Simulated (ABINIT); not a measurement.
Entries from a set of simulations; values are calculated unless marked as measured.

```xyz
6
Lattice="-1.892 1.892 4.757 1.892 -1.892 4.757 1.892 1.892 -4.757" Properties=species:S:1:pos:R:3 pbc="T T T" subject="TiO2 (Anatase): G0W0 with ABINIT, start to end" method="RPA screening on PBE, plane waves, norm-conserving pseudopotentials (and 2 further levels or steps)" program="ABINIT 10.8.3" settings="cutoff 38 Ha, PseudoDojo scalar-relativistic 0.4.1 standard, norm-conserving, potential set dojo-sr-pbe-0.4.1-standard, ngkpt (4, 4, 4), nband 106, ecuteps 4.8 Ha, inclvkb 2, shiftk (0, 0, 0), symchi 1, awtr 1, frequency ppm, 4×4×4 k-mesh" cost="5 runs, 33 min in all on 8 MPI ranks of Arm Neoverse N1, shared host" notes="The program’s warnings: nkpt*nsppol () is not a multiple of nproc spkpt (). The cell and positions come from the Crystallography Open Database and are kept as given unless a step says otherwise." pbe_gap="2.14 eV, indirect" g0w0_gap_on_the_mesh="3.71 eV" g0w0_gap_over_the_zone_rigid_shift="3.66 eV" gw_settings="4×4×4 mesh, 106 bands, screening to 130.6 eV, Godby-Needs plasmon pole" known_limits="short of the basis limit"
Ti    0.000    0.000    0.000
Ti    0.000    1.892    2.379
O     0.000    0.000    1.980
O     0.000    1.892    4.359
O     0.000    1.892    0.399
O     0.000    0.000    7.535
```

[Long decimals in the printed logs are rounded to 6 places.]

[Logs are printed without paths, hosts, clocks, repeated set-up lines and the standing remarks that a program may print on its own settings, such as how far it seeks lower states.]

[Paths, hosts, dates, memory and timing lines, banners, echoed tables and standing remarks are left out of the program output; an Ansatz launch command may be rebuilt from the run's recorded settings. Measured values are a selection of at most five: reports struck by readers or far from the other reports are left out. None is set beside runs whose start may be inverted or whose files or cutoffs have a known fault.]

[Runs of the session that timed out or met a known fault of the program may be left out.]

[Hosts, paths, dates, database ids (printed as entryN), source tags and the programs' standing remarks are cut or masked in the printed files.]

[G0W0 gaps are taken among the corrected bands and points alone; a level outside them can change the order at an edge.]

[Where Ansatz stands beside ABINIT at settings called matched, ABINIT's density can come from a denser mesh and the files from another edition; pairs whose starting gaps differed by over 0.03 eV were left out, so agreement reads better than it is.]
